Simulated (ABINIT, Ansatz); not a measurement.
## Cs2KYF6 (Fm-3m): G0W0 on several meshes in ABINIT

Aim: the GW shift of Cs2KYF6 (Fm-3m) against the k mesh.

Method: PBEsol and many-body steps on it, plane waves, in ABINIT 10.8.3.

**1. Set-up**

Symmetry: Fm-3m, No. 225, cubic system. Conventional cell: a = 9.445 Å, b = 9.445 Å, c = 9.445 Å, α = 90.00°, β = 90.00°, γ = 90.00°. K has 6 F at 2.60 Å nearest. Nearest to Cs lie 12 F at 3.35 Å. Y has 6 F at 2.13 Å nearest. F has 1 Y at 2.13 Å and 1 K at 2.60 Å and 4 Cs at 3.35 Å nearest. Farther neighbours and most contacts between anions are not listed.

The cell and positions come from the Crystallography Open Database and are kept as given unless a step says otherwise. Spin-orbit coupling is left out unless a step names it.

**2. Empty states on the mesh, 2×2×2 mesh, 412 bands**

This step: ABINIT 10.8.3; DFT, PBEsol, plane waves, norm-conserving pseudopotentials.

The sums over transitions need many empty states on a uniform mesh; this step solves for them.

The input, run.abi:

```
acell 3*1.0 Angstrom
rprim 
  -0.000000000000 4.722500000000 4.722500000000
  4.722500000000 -0.000000000000 4.722500000000
  4.722500000000 4.722500000000 0.000000000000
ntypat 4
znucl 19 55 39 9
natom 10
typat 1 2 2 3 4 4 4 4 4 4
xred 
  0.500000000000 0.500000000000 0.500000000000
  0.250000000000 0.250000000000 0.250000000000
  0.750000000000 0.750000000000 0.750000000000
  0.000000000000 0.000000000000 0.000000000000
  0.775000000000 0.225000000000 0.225000000000
  0.225000000000 0.775000000000 0.225000000000
  0.225000000000 0.775000000000 0.775000000000
  0.775000000000 0.225000000000 0.775000000000
  0.225000000000 0.225000000000 0.775000000000
  0.775000000000 0.775000000000 0.225000000000
pp_dirpath "pseudos"
pseudos "K.upf, Cs.upf, Y.upf, F.upf"
ecut 36
ngkpt 2 2 2
nshiftk 1
shiftk 0 0 0
kptopt 1
chksymbreak 0
iscf -2
irdden 1
istwfk *1
nband 412
nbdbuf 36
tolwfr 1e-09
nstep 60
prtvol 0
indata_prefix "in"
outdata_prefix "out"
tmpdata_prefix "tmp"
```

On the command line:

```
OMP_NUM_THREADS=2 mpirun -n 3 abinit run.abi > log
```

Numbers of over 12 decimals in the logs are rounded to 6 here.

The log of the run:

```text
.Version 10.8.3 of ABINIT. v10.8.2 released Aug 2026.

 Symmetries : space group Fm -3 m (#225); Bravais cF (face-center cubic)
[... echo of the input left out ...]
== DATASET  1 ==================================================================
-   mpi_nproc: 3, omp_nthreads: 2 (-1 if OMP is not activated)

--- !DatasetInfo
iteration_state: {dtset: 1, }
dimensions: {natom: 10, nkpt: 3, mband: 412, nsppol: 1, nspinor: 1, nspden: 1, mpw: 14668, }
cutoff_energies: {ecut:  36.0, pawecutdg:  -1.0, }
[...]
2.88549    2.88549    2.88790    2.88790    2.89291    2.89292    2.93867    2.93903
   2.94602    2.94640    2.94689    2.96284    2.96360    2.96497    2.96708    2.96754
   2.96936    2.98414    2.98510    2.98579
 prteigrs : prtvol=0 or 1, do not print more k-points.

== END DATASET(S) ==============================================================
================================================================================

 -outvars: echo values of variables after computation  --------
            nband         412
             nkpt           3
          spgroup         225
 [... the other variables as echoed above ...]

 Calculation completed.
```

Run time: 7 min. Hardware: 3 MPI ranks of Intel Xeon 6975P-C (Granite Rapids), shared host; peak memory 0.72 GiB; 33 min of CPU time.

Numbers from this step:

```
gap                                                           : 6.587 eV
k of the valence top                                          : 0, 0, 0
k of the conduction bottom                                    : 0, 0, 0
least direct gap                                              : 6.587 eV
k points computed                                             : 3
lowest point of the top converged band, above the valence top : 74.9856 eV
```

On this mesh the gap is 6.587 eV.

The density comes from a self-consistent run that is not shown.

**3. Screening, 2×2×2 mesh, 177 bands, screening to 141.5 eV**

The RPA dielectric matrix is built and inverted for each q.

This step: RPA screening on PBEsol, plane waves, norm-conserving pseudopotentials.

Edit run.abi of step 2 so:

```diff
@@ -28,10 +28,11 @@
 chksymbreak 0
-iscf -2
-irdden 1
 istwfk *1
-nband 412
-nbdbuf 36
-tolwfr 1e-09
-nstep 60
-prtvol 0
+occopt 1
+irdwfk 1
+optdriver 3
+nband 177
+ecuteps 5.2
+inclvkb 2
+awtr 1
+symchi 1
 indata_prefix "in"
```

On the command line:

```
OMP_NUM_THREADS=1 mpirun -n 8 abinit run.abi > log
```

The log of the run:

```text
.Version 10.8.3 of ABINIT. v10.8.2 released Aug 2026.

 Symmetries : space group Fm -3 m (#225); Bravais cF (face-center cubic)
[... echo of the input left out ...]
== DATASET  1 ==================================================================
-   mpi_nproc: 8, omp_nthreads: 1 (-1 if OMP is not activated)

--- !DatasetInfo
iteration_state: {dtset: 1, }
dimensions: {natom: 10, nkpt: 3, mband: 177, nsppol: 1, nspinor: 1, nspden: 1, mpw: 14668, }
cutoff_energies: {ecut:  36.0, pawecutdg:  -1.0, }
electrons: {nelect:   8.00000000E+01, charge:   0.00000000E+00, occopt:   1.00000000E+00, tsmear:   1.00000000E-02, }

 SCREENING: Calculation of the susceptibility and dielectric matrices

 Based on a program developped by R.W. Godby, V. Olevano, G. Onida, and L. Reining.
 Incorporated in ABINIT by V. Olevano, G.-M. Rignanese, and M. Torrent.
.Using double precision arithmetic ; gwpc =  8

[... cell and pseudopotentials left out ...]
--------------------------------------------------------------------------------

 ==== K-mesh for the wavefunctions ====
 Number of points in the irreducible wedge :     3
[... list of points left out ...]
 Together with 48 symmetry operations and time-reversal symmetry
 yields     8 points in the full Brillouin Zone.

 ==== Q-mesh for the screening function ====
 Number of points in the irreducible wedge :     3
[... list of points left out ...]
 Together with 48 symmetry operations and time-reversal symmetry
 yields     8 points in the full Brillouin Zone.

 setmesh: FFT mesh size selected  =    48x   48x   48
          total number of points  =       110592

 vcoul_init : cutoff-mode = AUXILIARY_FUNCTION
 q-points for optical limit:   1
     1)      0.000010    0.000020    0.000030

- screening: taking advantage of time-reversal symmetry
- Maximum band index for partially occupied states nbvw = 40
- Remaining bands to be divided among processors   nbcw = 137
- Number of bands treated by each node ~17

 Number of electrons calculated from density =   80.0000; Expected =   80.0000
 average of density, n =  0.056279
 r_s =    1.6188
 omega_plasma =   22.8839 [eV]

 calculating chi0 at frequencies [eV] :
  1    0.000000E+00    0.000000E+00
  2    0.000000E+00    2.288386E+01

--------------------------------------------------------------------------------
  q-point number  1        q = ( 0.000000, 0.000000, 0.000000) [r.l.u.]
--------------------------------------------------------------------------------
[... chi0 elements left out ...]
 For q-point:  0.000010 0.000020 0.000030
  dielectric constant =   2.1184
  dielectric constant without local fields =   2.3860

  Average fulfillment of the sum rule on Im[epsilon] for q-point    1 :     46.52  [%]
[... wings left out ...]
  q-point number  2        q = ( 0.500000, 0.000000, 0.000000) [r.l.u.]
--------------------------------------------------------------------------------
[... chi0 elements left out ...]
  Average fulfillment of the sum rule on Im[epsilon] for q-point    2 :     51.91  [%]

 [... 1 further q-points ...]
```

Wall time 74 s (8 MPI ranks); peak memory 6 GiB.

This step gave:

| Item | Value |
| --- | --- |
| ε∞ with local fields, on this mesh, along the program's q direction | 2.118 |
| the same without local fields | 2.386 |
| plasma frequency | 22.88 eV |
| plane waves in the screening matrix | 821 |

Local fields lower ε∞ by 11 %. On a Γ-centred mesh this coarse the value itself is usually too large, while a short band sum pulls it down.

**4. 2×2×2**

The self-energy is evaluated for the states that the input lists, and the levels follow from it, in one-shot runs by the linearised quasiparticle equation.

This step: G0W0 on PBEsol, plane waves, norm-conserving pseudopotentials.

Edit run.abi of step 3 so:

```diff
@@ -31,8 +31,15 @@
 irdwfk 1
-optdriver 3
+optdriver 4
 nband 177
+gwcalctyp 0
+ecutsigx 36
+symsigma 1
+nkptgw 1
+kptgw 
+  0.0000000000 0.0000000000 0.0000000000
+bdgw 
+  38 43
 ecuteps 5.2
-inclvkb 2
-awtr 1
-symchi 1
+irdscr 1
+ppmodel 1
 indata_prefix "in"
```

The log of the run:

```text
.Version 10.8.3 of ABINIT. v10.8.2 released Aug 2026.

 Symmetries : space group Fm -3 m (#225); Bravais cF (face-center cubic)
[... echo of the input left out ...]
== DATASET  1 ==================================================================
-   mpi_nproc: 8, omp_nthreads: 1 (-1 if OMP is not activated)

--- !DatasetInfo
iteration_state: {dtset: 1, }
dimensions: {natom: 10, nkpt: 3, mband: 177, nsppol: 1, nspinor: 1, nspden: 1, mpw: 14668, }
cutoff_energies: {ecut:  36.0, pawecutdg:  -1.0, }
electrons: {nelect:   8.00000000E+01, charge:   0.00000000E+00, occopt:   1.00000000E+00, tsmear:   1.00000000E-02, }

 SIGMA: Calculation of the GW corrections

 Based on a program developped by R.W. Godby, V. Olevano, G. Onida, and L. Reining.
 Incorporated in ABINIT by V. Olevano, G.-M. Rignanese, and M. Torrent.
.Using double precision arithmetic ; gwpc =  8

[... cell and pseudopotentials left out ...]
--------------------------------------------------------------------------------

 ==== K-mesh for the wavefunctions ====
 Number of points in the irreducible wedge :     3
[... list of points left out ...]
 Together with 48 symmetry operations and time-reversal symmetry
 yields     8 points in the full Brillouin Zone.

 ==== Q-mesh for screening function ====
 Number of points in the irreducible wedge :     3
[... list of points left out ...]
 Together with 48 symmetry operations and time-reversal symmetry
 yields     8 points in the full Brillouin Zone.

 vcoul_init : cutoff-mode = AUXILIARY_FUNCTION
 q-points for optical limit:   1
     1)      0.000010    0.000020    0.000030
 setmesh: FFT mesh size selected  =    72x   72x   72
          total number of points  =       373248

 Number of electrons calculated from density =   80.0000; Expected =   80.0000
 average of density, n =  0.056279
 r_s =    1.6188
 omega_plasma =   22.8839 [eV]

 === KS Band Gaps ===
  >>>> For spin  1
   Minimum direct gap =   6.5866 [eV], located at k-point      :   0.0000  0.0000  0.0000
   Fundamental gap    =   6.5866 [eV], Top of valence bands at :   0.0000  0.0000  0.0000
                                       Bottom of conduction at :   0.0000  0.0000  0.0000
 SIGMA fundamental parameters:
 PLASMON POLE MODEL  1
 number of plane-waves for SigmaX                14649
 number of plane-waves for SigmaC and W            821
 number of plane-waves for wavefunctions         14649
 number of bands                                   177
 number of independent spin polarizations            1
 number of spinorial components                      1
 number of k-points in IBZ                           3
 number of q-points in IBZ                           3
 number of symmetry operations                      48
 number of k-points in BZ                            8
 number of q-points in BZ                            8
 number of frequencies for dSigma/dE                 9
 frequency step for dSigma/dE [eV]                0.25
 number of omega for Sigma on real axis              0
 max omega for Sigma on real axis  [eV]           0.00
 zcut for avoiding poles [eV]                     0.10

 EPSILON^-1 parameters (SCR file):
 dimension of the eps^-1 matrix on file            821
 dimension of the eps^-1 matrix used               821
 number of plane-waves for wavefunctions         14649
 number of bands                                   177
 number of q-points in IBZ                           3
 number of frequencies                               2
 number of real frequencies                          1
 number of imag frequencies                          1

 matrix elements of self-energy operator (all in [eV])

 Perturbative Calculation

--- !SelfEnergy_ee
iteration_state: {dtset: 1, }
kpoint     : [   0.000,    0.000,    0.000, ]
spin       : 1
KS_gap     :    6.587
QP_gap     :    9.688
Delta_QP_KS:    3.101
data: !SigmaeeData |
     Band     E0 <VxcDFT>   SigX SigC(E0)      Z dSigC/dE  Sig(E)    E-E0       E
       38  -0.166 -21.943 -29.273   5.293   0.796  -0.256 -23.564  -1.621  -1.788
       39  -0.166 -21.943 -29.273   5.293   0.796  -0.256 -23.564  -1.621  -1.788
       40  -0.166 -21.943 -29.273   5.293   0.796  -0.256 -23.564  -1.621  -1.788
       41   6.420  -8.046  -3.837  -2.555   0.894  -0.118  -6.566   1.480   7.900
       42   7.798  -7.813  -3.542  -2.469   0.893  -0.120  -6.204   1.609   9.408
       43   7.798  -7.813  -3.542  -2.469   0.893  -0.120  -6.204   1.609   9.408

== END DATASET(S) ==============================================================
================================================================================

 -outvars: echo values of variables after computation  --------
           etotal      0.0000000000E+00
            nband         177
             nkpt           3
          spgroup         225
 [... the other variables as echoed above ...]

 Calculation completed.
```

Wall time 27 s (8 MPI ranks); peak memory 3.7 GiB; 3.6 min of CPU time.

Numbers from this step:

```yaml
g0w0_gap_on_the_points_computed: 9.688 eV
starting_gap_on_the_mesh: 6.587 eV
k_of_the_valence_top: 0, 0, 0
k_of_the_conduction_bottom: 0, 0, 0
z_at_the_valence_top: 0.796
z_at_the_conduction_bottom: 0.894
least_direct_g0w0_gap_on_the_computed_points: 9.688 eV
```

The gap on the mesh goes from 6.59 eV to 9.69 eV, a correction of +3.10 eV.

**5. Empty states on the mesh, 4×4×4 mesh, 193 bands**

This step: DFT, PBEsol, plane waves, norm-conserving pseudopotentials.

Edit run.abi of step 4 so:

```diff
@@ -23,3 +23,3 @@
 ecut 36
-ngkpt 2 2 2
+ngkpt 4 4 4
 nshiftk 1
@@ -28,18 +28,10 @@
 chksymbreak 0
+iscf -2
+irdden 1
 istwfk *1
-occopt 1
-irdwfk 1
-optdriver 4
-nband 177
-gwcalctyp 0
-ecutsigx 36
-symsigma 1
-nkptgw 1
-kptgw 
-  0.0000000000 0.0000000000 0.0000000000
-bdgw 
-  38 43
-ecuteps 5.2
-irdscr 1
-ppmodel 1
+nband 193
+nbdbuf 16
+tolwfr 1e-09
+nstep 60
+prtvol 0
 indata_prefix "in"
```

The log of the run:

```text
.Version 10.8.3 of ABINIT. v10.8.2 released Aug 2026.

 Symmetries : space group Fm -3 m (#225); Bravais cF (face-center cubic)
[... echo of the input left out ...]
== DATASET  1 ==================================================================
-   mpi_nproc: 8, omp_nthreads: 1 (-1 if OMP is not activated)

--- !DatasetInfo
iteration_state: {dtset: 1, }
dimensions: {natom: 10, nkpt: 8, mband: 193, nsppol: 1, nspinor: 1, nspden: 1, mpw: 14680, }
cutoff_energies: {ecut:  36.0, pawecutdg:  -1.0, }
[...]
1.48884    1.49847    1.50683    1.50683    1.50683    1.52428    1.52428    1.52428
   1.53166    1.53304    1.53304    1.53305    1.55287    1.55287    1.55288    1.57480
   1.57815
 prteigrs : prtvol=0 or 1, do not print more k-points.

== END DATASET(S) ==============================================================
================================================================================

 -outvars: echo values of variables after computation  --------
            nband         193
             nkpt           8
          spgroup         225
 [... the other variables as echoed above ...]

 Calculation completed.
```

Run time: 3.4 min. Hardware: 8 MPI ranks; peak memory 1.2 GiB.

Numbers from this step:

| Property | Result |
| --- | --- |
| gap | 6.587 eV |
| k of the valence top | 0, 0, 0 |
| k of the conduction bottom | 0, 0, 0 |
| least direct gap | 6.587 eV |
| k points computed | 8 |
| lowest point of the top converged band, above the valence top | 39.85 eV |

On this mesh the gap is 6.587 eV.

**6. Screening, 4×4×4 mesh, 177 bands, screening to 141.5 eV**

This step: RPA screening on PBEsol, plane waves, norm-conserving pseudopotentials.

Edit run.abi of step 5 so:

```diff
@@ -28,10 +28,11 @@
 chksymbreak 0
-iscf -2
-irdden 1
 istwfk *1
-nband 193
-nbdbuf 16
-tolwfr 1e-09
-nstep 60
-prtvol 0
+occopt 1
+irdwfk 1
+optdriver 3
+nband 177
+ecuteps 5.2
+inclvkb 2
+awtr 1
+symchi 1
 indata_prefix "in"
```

The log of the run:

```text
.Version 10.8.3 of ABINIT. v10.8.2 released Aug 2026.

 Symmetries : space group Fm -3 m (#225); Bravais cF (face-center cubic)
[... echo of the input left out ...]
== DATASET  1 ==================================================================
-   mpi_nproc: 8, omp_nthreads: 1 (-1 if OMP is not activated)

--- !DatasetInfo
iteration_state: {dtset: 1, }
dimensions: {natom: 10, nkpt: 8, mband: 177, nsppol: 1, nspinor: 1, nspden: 1, mpw: 14680, }
cutoff_energies: {ecut:  36.0, pawecutdg:  -1.0, }
electrons: {nelect:   8.00000000E+01, charge:   0.00000000E+00, occopt:   1.00000000E+00, tsmear:   1.00000000E-02, }

 SCREENING: Calculation of the susceptibility and dielectric matrices

 Based on a program developped by R.W. Godby, V. Olevano, G. Onida, and L. Reining.
 Incorporated in ABINIT by V. Olevano, G.-M. Rignanese, and M. Torrent.
.Using double precision arithmetic ; gwpc =  8

[... cell and pseudopotentials left out ...]
--------------------------------------------------------------------------------

 ==== K-mesh for the wavefunctions ====
 Number of points in the irreducible wedge :     8
[... list of points left out ...]
 Together with 48 symmetry operations and time-reversal symmetry
 yields    64 points in the full Brillouin Zone.

 ==== Q-mesh for the screening function ====
 Number of points in the irreducible wedge :     8
[... list of points left out ...]
 Together with 48 symmetry operations and time-reversal symmetry
 yields    64 points in the full Brillouin Zone.

 setmesh: FFT mesh size selected  =    48x   48x   48
          total number of points  =       110592

 vcoul_init : cutoff-mode = AUXILIARY_FUNCTION
 q-points for optical limit:   1
     1)      0.000010    0.000020    0.000030

- screening: taking advantage of time-reversal symmetry
- Maximum band index for partially occupied states nbvw = 40
- Remaining bands to be divided among processors   nbcw = 137
- Number of bands treated by each node ~17

 Number of electrons calculated from density =   80.0000; Expected =   80.0000
 average of density, n =  0.056279
 r_s =    1.6188
 omega_plasma =   22.8839 [eV]

 calculating chi0 at frequencies [eV] :
  1    0.000000E+00    0.000000E+00
  2    0.000000E+00    2.288386E+01

--------------------------------------------------------------------------------
  q-point number  1        q = ( 0.000000, 0.000000, 0.000000) [r.l.u.]
--------------------------------------------------------------------------------
[... chi0 elements left out ...]
 For q-point:  0.000010 0.000020 0.000030
  dielectric constant =   2.1035
  dielectric constant without local fields =   2.3704

  Average fulfillment of the sum rule on Im[epsilon] for q-point    1 :     46.42  [%]
[... wings left out ...]
  q-point number  2        q = ( 0.250000, 0.000000, 0.000000) [r.l.u.]
--------------------------------------------------------------------------------
[... chi0 elements left out ...]
  Average fulfillment of the sum rule on Im[epsilon] for q-point    2 :     56.45  [%]

 [... 6 further q-points ...]
```

The job ended after 11 min (8 MPI ranks; peak memory 11 GiB; 90 min of CPU time).

Numbers from this step:

| Item | Value |
| --- | --- |
| ε∞ with local fields, on this mesh, along the program's q direction | 2.103 |
| the same without local fields | 2.370 |
| plasma frequency | 22.88 eV |
| plane waves in the screening matrix | 821 |

(Part 1 of 2 ends here.)

[Paths, hosts, dates, memory and timing lines, banners, echoed tables and standing remarks are left out of the program output.]

[Logs are printed without paths, hosts, clocks, repeated set-up lines and the standing remarks that a program may print on its own settings, such as how far it seeks lower states.]

[Runs of the session that timed out or met a known fault of the program may be left out.]

[Hosts, paths, dates, database ids (printed as entryN), source tags and the programs' standing remarks are cut or masked in the printed files.]

[G0W0 gaps are taken among the corrected bands and points alone; a level outside them can change the order at an edge.]

[Where Ansatz stands beside ABINIT at settings called matched, ABINIT's density can come from a denser mesh and the files from another edition; pairs whose starting gaps differed by over 0.03 eV were left out, so agreement reads better than it is.]
